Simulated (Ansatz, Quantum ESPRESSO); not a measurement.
# PtSe2 (Sudovikovite): zone-centre phonons, part 3 of 3

Aim: the zone-centre modes of PtSe2 (Sudovikovite).

Quantum ESPRESSO 8.0 development, patched; DFT LDA, scalar-relativistic, plane waves, PseudoDojo norm-conserving pseudopotentials.

So far. Step 5 (Zone-centre response): The acoustic modes at Γ come out as far as 1.9 cm⁻¹ from zero, where they should vanish, a small numerical error. Step 6 (Modes with the sum rule): The rule moves no optical mode by more than 0.1 cm⁻¹.

The database entry behind the starting cell has ideal inner coordinates that were not refined, so it need not match the best structure at ambient conditions.

**9. A second program**

A second program on the same cell, potentials, cutoff and meshes tests the implementation of the phonon response, not its convergence. Its k mesh is centred on Γ.

This step: DFT LDA, scalar-relativistic, plane waves, PseudoDojo norm-conserving pseudopotentials (Ansatz 0.2.0).

input.yaml

```yaml
crystal:
  lattice:
    - [3.7416132688, 0.0, 0.0]
    - [-1.8708066341, 3.2403321421, 0.0]
    - [0.0, 0.0, 4.752560993]
  atoms:
    - { symbol: Pt, position: [0.0, 0.0, 0.0] }
    - { symbol: Se, position: [0.3333333333, 0.6666666667, 0.2649011279] }
    - { symbol: Se, position: [0.6666666667, 0.3333333333, 0.7350988721] }
kpoints:
  mp_grid: { grid: [12, 12, 8] }
hamiltonian:
  xc: lda
  pseudopotentials: { kind: nc, accuracy: standard }
scf:
  occupations: { method: cold, width: 0.27211 }
output:
  eigenvalues: true
basis:
  ecutwfc: 1170.09
phonons:
  method: dfpt
```

Started as:

```sh
$ ansatz run input.yaml --threads 8 --pin off --max-ram 32768MiB --backend cpu --events-out ev --progress --plain --runs-dir out
```

Output:

```text
Engine: ansatz 0.2.0, aarch64-unknown-linux-gnu
Pseudopotentials: kind: nc
Pseudopotential: Pt, nc, valence charge 18, recommended cutoff 1142.878222 eV (normal), Pt.nc.azcp (PseudoDojo's, or run here from an input of PseudoDojo's; its table is named by hamiltonian.pseudopotentials.accuracy)
Pseudopotential: Se, nc, valence charge 16, recommended cutoff 1170.089609 eV (normal), Se.nc.azcp (PseudoDojo's, or run here from an input of PseudoDojo's; its table is named by hamiltonian.pseudopotentials.accuracy)
Functional definition: SPW92
  exchange = slater_x
  correlation = pw_c
Crystal: 3 atoms, lattice volume = 57.620 Å³
Basis set: ecut = 1170.09 eV, 5259 PW (Γ), exchange–correlation on 90×90×108 points (8 copies of the dense FFT grid, shifted against one another)
Bands: 30, of which v1, the nominal top of the filled ones, is band 25 counted from 1 (24 counted from 0)
Symmetry: 12 space group operations
k-points: 320 of 1152 (irreducible under 2 space group operations, time reversal used)
Non-local potential: Pt, projectors of the file, l = 0: 2, l = 1: 2, l = 2: 2, l = 3: 2
Non-local potential: Se, projectors of the file, l = 0: 2, l = 1: 2, l = 2: 2
Initial density: superposition of atomic densities (chi_scale 0.1, normalization cell, long waves kept (reshape's long-wave potential 0.01 eV rms))
Initial wavefunctions: pseudopotential atomic-orbital guess
Functional: x = slater, c = lda
SCF iter   1: F=—  HF=-10152.718923 eV  |F-HF|=—  |Δ(HF+E_count)|=         —  Δρ=5.41e-2  dr2=6.85e-1  ethr=3.10e-3  ⟨swp⟩=5.7  Hψ=38610  notcnv=0
preconditioner: auto → Kerker (q_TF=auto, 2.665 Å⁻¹)  [metal: Δε(μ)=0.055 eV  Ē_g=10.231 eV  σ=0.272 eV  W_gap=0.14  n_scr=22 (ndim 8)  ℏωp=22.9 eV  f_vac=0.006  D(μ)=0.58/eV (n_scr^D=2)]
SCF iter   2: F=—  HF=-10152.554588 eV  |F-HF|=—  |Δ(HF+E_count)|=   1.64e-1  S|Δr|=    0.00e0  Δρ=2.72e-2  dr2=2.30e-1  ethr=1.37e-3  ⟨swp⟩=1.0  Hψ=12160  notcnv=0
SCF iter   3: F=—  HF=-10152.486967 eV  |F-HF|=—  |Δ(HF+E_count)|=   6.76e-2  S|Δr|=    0.00e0  Δρ=7.48e-3  dr2=2.63e-2  ethr=4.60e-4  ⟨swp⟩=2.9  Hψ=13049  notcnv=0
SCF iter   4: F=—  HF=-10152.480575 eV  |F-HF|=—  |Δ(HF+E_count)|=   6.39e-3  S|Δr|=    0.00e0  Δρ=1.83e-3  dr2=3.66e-3  ethr=5.26e-5  ⟨swp⟩=2.1  Hψ=17194  notcnv=0
SCF iter   5: F=—  HF=-10152.479770 eV  |F-HF|=—  |Δ(HF+E_count)|=   8.05e-4  S|Δr|=    0.00e0  Δρ=5.53e-4  dr2=2.30e-4  ethr=7.31e-6  ⟨swp⟩=2.0  Hψ=17068  notcnv=0
SCF iter   6: F=—  HF=-10152.479710 eV  |F-HF|=—  |Δ(HF+E_count)|=   5.96e-5  S|Δr|=    0.00e0  Δρ=1.15e-4  dr2=1.04e-5  ethr=4.60e-7  ⟨swp⟩=2.0  Hψ=12880  notcnv=0
SCF iter   7: F=—  HF=-10152.479714 eV  |F-HF|=—  |Δ(HF+E_count)|=   3.48e-6  S|Δr|=    0.00e0  Δρ=3.58e-5  dr2=1.10e-6  ethr=2.08e-8  ⟨swp⟩=2.1  Hψ=16476  notcnv=0
SCF iter   8: F=—  HF=-10152.479695 eV  |F-HF|=—  |Δ(HF+E_count)|=   1.92e-5  S|Δr|=    0.00e0  Δρ=1.32e-5  dr2=1.02e-7  ethr=2.19e-9  ⟨swp⟩=2.5  Hψ=14926  notcnv=0  defer=1
SCF iter   9: F=—  HF=-10152.479695 eV  |F-HF|=—  |Δ(HF+E_count)|=   1.36e-8  S|Δr|=    0.00e0  Δρ=3.57e-6  dr2=5.88e-9  ethr=2.04e-10  ⟨swp⟩=2.4  Hψ=14528  notcnv=0  defer=1
SCF iter  10: F=—  HF=-10152.479695 eV  |F-HF|=—  |Δ(HF+E_count)|=  3.57e-10  S|Δr|=    0.00e0  Δρ=7.18e-7  dr2=2.18e-10  ethr=1.18e-11  ⟨swp⟩=2.7  Hψ=17788  notcnv=0  defer=1
SCF iter  11: F=—  HF=-10152.479695 eV  |F-HF|=—  |Δ(HF+E_count)|=  4.37e-11  S|Δr|=    0.00e0  Δρ=2.10e-7  dr2=1.96e-11  ethr=1.00e-12  ⟨swp⟩=1.2  Hψ=10882  notcnv=0  defer=1
SCF iter  12: F=-10152.479695 eV  HF=-10152.479695 eV  |F-HF|=1.82e-12  |Δ(HF+E_count)|=  1.82e-12  S|Δr|=    0.00e0  Δρ=5.07e-8  dr2=1.14e-12  ethr=1.00e-12  ⟨swp⟩=8.0  Hψ=51812  notcnv=0
SCF 1 converged in 12 iterations: F = -10152.479695 eV  dr2 = 1.14e-12
DFPT response loops at Γ: preconditioner auto → Kerker (q_TF=auto, 2.665 Å⁻¹) (partly filled bands, converged f_vac=0.016); β = 1.00, the filter's whole step (`scf.mixing.beta` (0.50) is not read by the response loops under this deck's `scf.mixing.preconditioner`; to damp them name `kerker` or `kerker_dos`, under which they read `scf.mixing.beta`, and type it under 1.00, their step now; both keys bind the ground state too); Broyden in place of MSR1
SCF converged after 12 iterations
Stability not checked: this state was not tested for a lower state beside it, because cold or Methfessel-Paxton smearing, or corrected tetrahedra, fill the levels in a way that the test cannot read (fill_not_monotonic; see scf.lower_state_search)
Free energy (F): -10152.479695 eV
Harris-Foulkes:  -10152.479695 eV  (|F-HF|=1.82e-12)
Internal energy: -10152.475591 eV  (E = F + TS)
E sigma→0 (E₀):  -10152.478327 eV
Entropy (-TS):   -0.004104 eV (-1.368 meV/atom)
Fermi energy:    14.449236 eV
--- Per-component energies (eV) ---
  E_band       = -904.310277
  E_kinetic    = 5281.066645
  E_local      = -7241.267581  (includes V_loc(G=0)·N_el)
  E_nonlocal   = -2560.189192
  E_hartree    = 2501.870342
  E_xc         = -1943.269079
  E_vxc        = -1387.660842  (∫ρ·V_xc dr)
  E_ewald      = -6190.686725
  E_smearing   = -0.004104  (= −TS)
  E_closure    = -0.000000  (closes the sum)
  Σ components = -10152.479695   (vs F -10152.479695, Δ=0.00e0)
--- Band table (eV; the first three rows and the last of 320) ---
  k-point 0: bands = [... 21 lower, 11.9710, 13.4292, 13.4292, 15.3165, 15.5674, 15.5674, 17.6207, 18.6020, ... 1 higher]
  k-point 1: bands = [... 21 lower, 11.9594, 13.2941, 13.2941, 14.8273, 15.7690, 15.7690, 17.7995, 19.0710, ... 1 higher]
  k-point 2: bands = [... 21 lower, 11.9012, 13.0180, 13.0180, 13.8702, 16.2296, 16.2296, 18.3168, 19.9571, ... 1 higher]
  k-point 319: bands = [... 21 lower, 11.0870, 11.3518, 11.7100, 12.3097, 16.2090, 16.6178, 20.3725, 20.8184, ... 1 higher]
--- Phonons (Γ-DFPT): 4 representative perturbations + reference, on 320 of 1152 k-points (Σ response iterations 12) ---
  k mesh reduced under 2 symmetry operations, with k and −k counted as one. Each operation leaves every solved perturbation unchanged. A smaller set is not used because it would not reduce the number of displacements times k-points to solve
  ASR residual: 8.179e-5 → 0.000e0 eV/Å²; symmetrization residual: 1.220e-4 eV/Å²
  ASR residual per site (eV/Å²): 8.18e-5 7.36e-5 7.36e-5
  Γ frequencies (cm⁻¹): 0.00 0.00 0.00 162.93 162.93 206.53 218.51 218.51 220.05
  non-analytic LO–TO correction: not included (Born effective charges unavailable; polar crystals: no LO–TO splitting at Γ)
```

Run time: 1.9 min. Hardware: 8 threads of Arm Neoverse V2, shared host; peak memory 5.8 GiB; 15 min of CPU time.

Read from the output:

```yaml
sum_rule_residual_before_enforcement: 8.18e-5 eV/Å²
highest_optical_zone_centre_mode_no_lo_to_term: 220.1 cm⁻¹
```

**10. Side by side: QE PseudoDojo and Ansatz, PseudoDojo**

Worked out from the results:

| Item | Value |
| --- | --- |
| root-mean-square difference | 0.01 cm⁻¹ |
| largest difference | 0.01 cm⁻¹ |

Frequencies side by side, by row:

```tsv
q (reciprocal lattice)	mode	QE PseudoDojo (cm⁻¹)	Ansatz, PseudoDojo (cm⁻¹)
0 0 0	1	0	0
0 0 0	2	0	0
0 0 0	3	0	0
0 0 0	4	162.9	162.9
0 0 0	5	162.9	162.9
0 0 0	6	206.5	206.5
0 0 0	7	218.5	218.5
0 0 0	8	218.5	218.5
0 0 0	9	220	220.1
```

At the zone centre the largest difference (acoustic modes at Γ apart) is 0.005 % of the highest mode.

**11. Results**

```
space group after relaxation                                           : P-3m1
volume per atom                                                        : 19.2 Å³
highest optical zone-centre mode (no LO-TO term)                       : 220.0 cm⁻¹
lowest optical zone-centre mode                                        : 162.9 cm⁻¹
imaginary optical modes at the zone centre (no q mesh in this session) : none
largest difference from Ansatz, PseudoDojo                             : 0.01 cm⁻¹
```

In words: At the LDA level the optical modes of PtSe2 (Sudovikovite) at the zone centre run from 163 to 220 cm⁻¹. Of the 6 optical modes, 3 are Raman active alone and 3 are infrared active alone; inversion symmetry keeps the two sets apart. QE PseudoDojo and Ansatz, PseudoDojo agree to 0.01 cm⁻¹ (0.005 % of the highest mode compared) on all solved modes but the acoustic ones at Γ, without the LO-TO term. These are harmonic frequencies at zero temperature: anharmonic shifts and linewidths and thermal expansion are left out. Spin-orbit coupling is left out, which can matter for the heavy elements here. In a metal the frequencies hang on the k mesh and the smearing, most of all near Kohn anomalies. The build is a development version in which the Raman tensors of release 7.5 are mended; dynmat.x leaves out the electro-optic term of LO lines.

[Host names and launcher messages were left out of these logs when they were recorded.]

[Logs are printed without paths, hosts, clocks, repeated set-up lines and the standing remarks that a program may print on its own settings, such as how far it seeks lower states.]

[Hosts, paths, dates, database ids (printed as entryN), source tags and the programs' standing remarks are cut or masked in the printed files.]
